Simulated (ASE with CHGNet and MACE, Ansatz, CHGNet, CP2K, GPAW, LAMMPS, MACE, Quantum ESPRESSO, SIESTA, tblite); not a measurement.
## Machine-learned potentials on aqueous Li+ and I-, 1.5 mol of salt per kg of water at 360 K (110 atoms): settings against a plane-wave reference

Wanted: machine-learned potentials inputs and outputs for aqueous Li+ and I-, 1.5 mol of salt per kg of water at 360 K (110 atoms), checked against a plane-wave reference.

Method: the method is named at each step, in ASE with CHGNet and MACE.

## 1. Set-up

The cell holds 110 atoms: 36 O, 72 H, 1 Li and 1 I. Its edges and angles: a = 10.442 Å, b = 10.442 Å, c = 10.442 Å, α = 90.0°, β = 90.0°, γ = 90.0°. 36 H2O, 1 Li+, 1 I- placed at random, at 1.14 g/cm³; overlaps pushed apart, then 10 ps at 420 K with Joung-Cheatham ions (J. Phys. Chem. B 112, 9020 (2008)); SPC/E water (Berendsen, Grigera and Straatsma, J. Phys. Chem. 91, 6269 (1987)). Snapshot after 20 ps at 360 K and fixed volume.

The yardstick, on the same geometry:

```
method                                           : Kohn-Sham DFT, PBE, SSSP efficiency 1.3.0 pseudopotentials, plane waves (Quantum ESPRESSO 7.5); sssp-pbe-1.3.0-efficiency, cutoffs 60/480 Ry, Γ point
r.m.s. force component                           : 0.5394 eV/Å
longest force                                    : 1.673 eV/Å
pressure                                         : -2.009 GPa
gap (highest filled to lowest empty level) : 3.635 eV
time                                             : 1.7 min on 2 MPI ranks of Arm Neoverse V2, shared host
CPU time                                         : 3.4 min
```

## 2. CHGNet r2SCAN potential

Method: machine-learned interatomic potential CHGNet r2SCAN, trained on r2SCAN plane-wave data.

File run.py:

```python
import numpy as np
from ase.io import read
import mlip  # loads the published weights by name

atoms = read("structure.xyz")
atoms.calc = mlip.calc("chgnet-r2scan")
energy = atoms.get_potential_energy()
forces = atoms.get_forces()
print(f"energy {energy:.6f} eV")
print("forces (eV/A)")
for i, (a, f) in enumerate(zip(atoms, forces)):
    print(f"{i:4d} {a.symbol:2s} {f[0]:10.5f} {f[1]:10.5f} {f[2]:10.5f}")
stress = -atoms.get_stress(voigt=False) * 160.21766
print("stress (GPa, compression positive)")
for row in stress:
    print(" ".join(f"{x:10.4f}" for x in row))
```

File structure.xyz:

```xyz
110
Lattice="10.44226 0.00000 0.00000 0.00000 10.44226 0.00000 0.00000 0.00000 10.44226" Properties=species:S:1:pos:R:3 pbc="T T T"
O 4.42867 0.32841 0.52002
H 4.01787 0.34574 1.43153
H 4.75133 1.24461 0.28236
O 1.91448 0.55156 5.84631
H 2.65171 0.25270 6.45227
H 1.67546 1.49993 6.05463
O 5.08538 1.64977 5.28076
H 5.48866 0.73461 5.27616
H 4.40120 1.70888 6.00764
O 7.56584 7.55832 6.06142
H 7.50861 6.91831 6.82767
H 7.32274 7.08622 5.21403
O 7.38299 6.64389 8.93200
H 7.32900 7.58338 9.27001
H 8.34128 6.36289 8.87978
O 1.44563 0.59657 9.54287
H 2.08407 10.27644 9.64844
H 0.60262 0.26878 9.11630
O 7.42413 3.98195 9.89049
H 7.82919 3.32001 9.25978
H 7.51561 4.90275 9.51133
O 4.90985 5.89142 7.04142
H 5.51717 5.12339 6.83811
H 5.38674 6.54761 7.62619
O 0.73420 1.62659 1.63881
H 1.43320 1.33703 2.29270
H 0.92205 1.21631 0.74641
O 9.87639 1.14468 4.30211
H 9.27241 1.32502 5.07849
H 0.25009 0.66173 4.61976
O 9.08665 9.99711 0.97510
H 9.56553 9.20141 1.34590
H 8.91414 9.85770 0.00000
O 6.74841 3.92055 6.03051
H 7.56479 3.62158 6.52474
H 6.21555 3.12119 5.75275
O 2.13805 6.52526 0.87026
H 1.52854 5.74397 0.73597
H 2.96571 6.22474 1.34413
O 8.65016 9.17321 8.92134
H 8.91685 8.36843 8.39098
H 8.86757 10.00066 8.40362
O 10.15468 6.53456 8.40905
H 0.34240 5.76517 8.51462
H 0.17982 7.28661 7.94426
O 0.42260 4.37562 0.83277
H 9.96808 4.42574 0.39305
H 0.61766 3.42788 1.08516
O 1.23041 8.42325 7.22949
H 1.88692 8.66718 7.94322
H 0.93897 9.24986 6.74810
O 5.15597 2.72198 0.23359
H 5.38037 2.55418 1.19355
H 5.75191 3.43926 10.31476
O 8.51681 4.75196 3.57929
H 8.17733 4.48819 4.48224
[... 50 atom lines left out ...]
H 1.73655 7.87900 5.20338
H 1.03117 6.65673 4.38189
Li 9.18679 1.08725 2.33374
I 9.14063 1.86937 7.67172
```

On the command line:

```bash
$ OMP_NUM_THREADS=1 python run.py > output.txt
```

Log:

```text
CHGNet vr2scan initialized with 412,525 parameters
CHGNet will run on cpu
energy -599.655884 eV
forces (eV/A)
   0 O    -0.28355    0.01722    0.64658
   1 H     0.30960    0.12190   -0.76273
   2 H    -0.33188   -0.59930    0.14079
   3 O     0.01559    0.00914    0.22964
   4 H    -0.32969    0.42048   -0.36286
   5 H     0.34937   -0.67536   -0.07540
   6 O    -0.35714    0.10997    0.67492
   7 H    -0.46871    0.53239    0.08754
   8 H     0.99962   -0.43501   -0.81108
   9 O    -0.45211   -1.12450   -0.39788
  10 H    -0.04846    0.72626   -0.94800
  11 H     0.39250    0.45883    1.36346
  12 O     0.50240    0.48459    0.09732
  13 H     0.11113   -1.12584   -0.35091
  14 H    -0.38305    0.73724   -0.09065
  15 O    -0.50360   -0.86794   -0.26738
  16 H    -0.49573    0.41230   -0.06962
  17 H     1.15148    0.41754    0.53394
  18 O     0.21783    0.42920   -1.01322
  19 H    -0.32538    0.75933    0.52642
  20 H    -0.25575   -1.02098    0.40415
  21 O     0.94894    0.32802    0.55760
  22 H    -0.29724    0.67809    0.17528
  23 H    -0.48832   -1.07932   -0.81836
[...]
102 O    -0.32646   -0.51881    0.74177
 103 H    -0.70714    0.26380   -0.56243
 104 H     1.20972    0.11036    0.13946
 105 O    -0.37133   -0.50303    0.99247
 106 H    -0.38091   -0.53636   -0.94278
 107 H     0.62606    0.73843    0.04240
 108 Li   -0.15196   -0.00684   -0.06295
 109 I    -0.09556   -0.03528    0.06389
stress (GPa, compression positive)
   -4.0587     0.1432    -0.7781
    0.1432    -3.4166     0.4979
   -0.7781     0.4979    -3.9789
```

Wall time 4.3 s (1 thread of Arm Neoverse V2, shared host); peak memory 1.8 GiB.

Banners, paths, timers and routine set-up lines are dropped from the logs unmarked, and long logs keep their key lines alone; longer cuts are marked.

Numbers from this run, and their distance from the reference:

```
r.m.s. force component                  : 0.6171 eV/Å
r.m.s. difference of force components   : 253.4 meV/Å
longest difference of force vectors     : 766.8 meV/Å
force difference over r.m.s. force      : 46.98 %
slope of forces against the reference's : 1.044
correlation of force components         : 0.9126
pressure                                : -3.818 GPa
pressure difference                     : -1.809 GPa
```

Length of the force difference by element (eV/Å):

| element | atoms | mean | most |
| --- | --- | --- | --- |
| H | 72 | 0.32 | 0.49 |
| I | 1 | 0.31 | 0.31 |
| Li | 1 | 0.12 | 0.12 |
| O | 36 | 0.59 | 0.77 |

A closer look about Li109, the only Li atom: 9 atoms, nearest first, numbered in the order of the input, with positions taken from that point.

| atom | x | y | z | distance (Å) | bonds | Fx | Fy | Fz (eV/Å) |
| --- | --- | --- | --- | --- | --- | --- | --- | --- |
| Li109 | 0.00 | 0.00 | 0.00 | 0.00 | 5 | -0.15 | -0.01 | -0.06 |
| O97 | -0.97 | 1.64 | -0.60 | 1.99 | 3 | -0.77 | 0.64 | -0.45 |
| O31 | -0.10 | -1.53 | -1.36 | 2.05 | 3 | 0.04 | -0.46 | -0.43 |
| O28 | 0.69 | 0.06 | 1.97 | 2.09 | 3 | 0.28 | -0.39 | 0.98 |
| O76 | -1.86 | -0.69 | 0.64 | 2.09 | 3 | -1.12 | -0.67 | 0.12 |
| O25 | 1.99 | 0.54 | -0.69 | 2.18 | 3 | 0.54 | -0.39 | -0.09 |
| H32 | 0.38 | -2.33 | -0.99 | 2.56 | 1 | -0.08 | 0.46 | -0.45 |
| H99 | -0.98 | 2.38 | 0.07 | 2.58 | 1 | -0.11 | -0.44 | -0.57 |
| H77 | -2.50 | -0.97 | -0.07 | 2.69 | 1 | 1.00 | 0.35 | 1.28 |

Atoms are counted from 1 here, from 0 in the log.

Forces lie 47 % from the reference's, at 0.021 times its CPU time (on 1 against 2 cores).

## 3. MACE MP-0b3 medium potential

Method: machine-learned interatomic potential MACE MP-0b3 medium, trained on PBE(+U) plane-wave data.

run.py: that of step 2 with these lines changed.

```diff
@@ -5,3 +5,3 @@
 atoms = read("structure.xyz")
-atoms.calc = mlip.calc("chgnet-r2scan")
+atoms.calc = mlip.calc("mace-mp-0b3-medium")
 energy = atoms.get_potential_energy()
```

structure.xyz is that of step 2.

Log:

```text
energy -530.898723 eV
forces (eV/A)
   0 O    -0.08829   -0.30042    0.31069
   1 H     0.08678    0.19836   -0.41227
   2 H    -0.33356   -0.59067    0.16006
   3 O    -0.36703   -0.44388   -0.20968
   4 H    -0.05597    0.44368   -0.12962
   5 H     0.41233   -0.32546   -0.03236
   6 O    -0.16066    0.83178    0.30070
   7 H    -0.49209    0.22565    0.21011
   8 H     1.00758   -0.70965   -0.50095
   9 O    -0.23606   -0.49321   -0.54057
  10 H    -0.13627    0.52241   -0.79741
  11 H     0.35484    0.15157    1.19392
  12 O     0.01927    0.05857   -0.13897
  13 H     0.15502   -0.91186   -0.21998
  14 H     0.03729    0.96607   -0.09846
  15 O    -0.45418   -0.43894   -0.07624
  16 H    -0.41612    0.11541   -0.09109
  17 H     0.99644    0.28504    0.43453
  18 O     0.00856    0.21888   -0.66591
  19 H    -0.14417    0.62456    0.17036
  20 H    -0.41818   -0.66095    0.33359
  21 O     0.25074    0.43641    0.35970
  22 H     0.07846    0.51309    0.20940
  23 H    -0.15150   -1.04352   -0.67260
[...]
102 O    -0.13572    0.04923    0.65788
 103 H    -0.71713   -0.11806   -0.24833
 104 H     1.10423   -0.30450    0.23656
 105 O    -0.24243   -0.22095    0.48522
 106 H    -0.51595   -0.61798   -0.62057
 107 H     0.50225    0.44380    0.28138
 108 Li   -0.20072    0.00068   -0.12229
 109 I    -0.46823   -0.03054    0.12726
stress (GPa, compression positive)
   -1.8952     0.2687    -0.8673
    0.2687    -1.3923     0.3502
   -0.8673     0.3502    -1.7904
```

Wall time 8.1 s (1 thread); peak memory 1.3 GiB.

Compared with the plane-wave run:

```
r.m.s. force component                  : 0.5014 eV/Å
r.m.s. difference of force components   : 57.48 meV/Å
longest difference of force vectors     : 172.3 meV/Å
force difference over r.m.s. force      : 10.66 %
slope of forces against the reference's : 0.9264
correlation of force components         : 0.9966
pressure                                : -1.693 GPa
pressure difference                     : 0.3167 GPa
```

Against the first run (47 %), the force difference from the reference is 11 %, at 1.9 times the CPU time.

## 4. MACE MP-0b2 small potential

Method: machine-learned interatomic potential MACE MP-0b2 small, trained on PBE(+U) plane-wave data.

run.py: that of step 3 with these lines changed.

```diff
@@ -5,3 +5,3 @@
 atoms = read("structure.xyz")
-atoms.calc = mlip.calc("mace-mp-0b3-medium")
+atoms.calc = mlip.calc("mace-mp-0b2-small")
 energy = atoms.get_potential_energy()
```

structure.xyz is that of step 3.

Log:

```text
energy -530.739429 eV
forces (eV/A)
   0 O    -0.15525   -0.37536    0.32026
   1 H     0.11540    0.18213   -0.40054
   2 H    -0.28486   -0.52150    0.11982
   3 O    -0.29364   -0.41137   -0.20284
   4 H    -0.07723    0.44533   -0.13044
   5 H     0.40402   -0.30549    0.00054
   6 O    -0.18270    0.79007    0.28572
   7 H    -0.48544    0.19536    0.18599
   8 H     0.99127   -0.69697   -0.47211
   9 O    -0.27743   -0.50561   -0.48887
  10 H    -0.12616    0.51384   -0.81792
  11 H     0.37695    0.14084    1.22592
  12 O     0.00757    0.13658   -0.15970
  13 H     0.12368   -0.92326   -0.21750
  14 H     0.07104    0.94863   -0.10847
  15 O    -0.43558   -0.46795   -0.09661
  16 H    -0.43771    0.12492   -0.09504
  17 H     0.97712    0.30815    0.41605
  18 O     0.00597    0.23600   -0.63074
  19 H    -0.11463    0.56560    0.15534
  20 H    -0.44104   -0.70043    0.36382
  21 O     0.34066    0.43398    0.33688
  22 H     0.05257    0.49508    0.17342
  23 H    -0.20687   -1.03374   -0.66554
[...]
102 O    -0.09929    0.04028    0.70703
 103 H    -0.70242   -0.06375   -0.30281
 104 H     1.05765   -0.28662    0.20415
 105 O    -0.25331   -0.27862    0.55765
 106 H    -0.51388   -0.57407   -0.64888
 107 H     0.52568    0.44743    0.23354
 108 Li   -0.21028   -0.01109   -0.08305
 109 I    -0.48009   -0.09751    0.17392
stress (GPa, compression positive)
   -1.8968     0.2769    -0.8695
    0.2769    -1.3933     0.3662
   -0.8695     0.3662    -1.8083
```

The job ended after 5.8 s (1 thread; peak memory 0.7 GiB).

Against the reference:

- r.m.s. force component: 0.4979 eV/Å
- r.m.s. difference of force components: 61.82 meV/Å
- longest difference of force vectors: 194.9 meV/Å
- force difference over r.m.s. force: 11.46 %
- slope of forces against the reference's: 0.9194
- correlation of force components: 0.9961
- pressure: -1.7 GPa
- pressure difference: 0.3098 GPa

Against the first run (47 %), the force difference from the reference is 11 %, at 1.3 times the CPU time.

## 5. Side by side

Differences are against the plane-wave reference, forces as r.m.s. over components; share is that over the reference's r.m.s. force, slope the least-squares factor from reference forces to these. Total energies of different programs have different zeros and aren't compared.

| run | Δ force, r.m.s. (meV/Å) | share (%) | slope | Δ pressure (GPa) | cores | CPU time | memory (GiB) |
| --- | --- | --- | --- | --- | --- | --- | --- |
| reference | - | - | - | - | 2 | 3.4 min | 2.9 |
| CHGNet r2SCAN potential | 253 | 47.0 | 1.044 | -1.81 | 1 | 4.3 s | 1.8 |
| MACE MP-0b3 medium potential | 57.5 | 10.7 | 0.926 | 0.317 | 1 | 8.1 s | 1.3 |
| MACE MP-0b2 small potential | 61.8 | 11.5 | 0.919 | 0.310 | 1 | 5.8 s | 0.7 |

Times of the machine-learned potentials are mostly Python's start and the loading of weights.

CPU time is summed over cores on a shared host, where runs went side by side, so it is rough. Symmetry, cutoffs, thresholds, outputs and thread counts weren't matched or tuned between programs; memory under MPI is the largest rank's times the ranks.

## 6. Outcome

```json
{
 "nearest in forces": "a tie at 11 % of 2 runs: MACE MP-0b3 medium potential; MACE MP-0b2 small potential"
}
```

What this shows: Machine-learned potentials differ by 11 % (MACE MP-0b3 medium potential) to 47 % (CHGNet r2SCAN potential); they were trained on other programs' data, some at another functional. The reference's pressure holds the uncorrected Pulay stress of its 60 Ry basis, so small pressure differences, and their order, may be the reference's own error. Machine-learned potentials mimic data converged in k, so the reference's own k-point error enters their differences. The network of contacts between molecules at the start is that of the classical potential that made the cell, and needn't be the one that DFT or experiment would give. The reference's PBE has no dispersion term, which matters for the binding between molecules or layers. The density was typed from a rule of thumb and may lie off the real one at this temperature. The electronic-structure runs sample only Γ, in a cell whose shortest periodic width is 10 Å. Spin–orbit coupling is left out, which matters for the levels of the heavy elements.

[Also dropped from logs without a mark: logging warnings of Python, and SIESTA's first energy breakdown and zero terms.]

[Logs are printed without paths, hosts, clocks, repeated set-up lines and the standing remarks that a program may print on its own settings, such as how far it seeks lower states.]

[Hosts, paths, dates, database ids (printed as entryN), source tags and the programs' standing remarks are cut or masked in the printed files.]
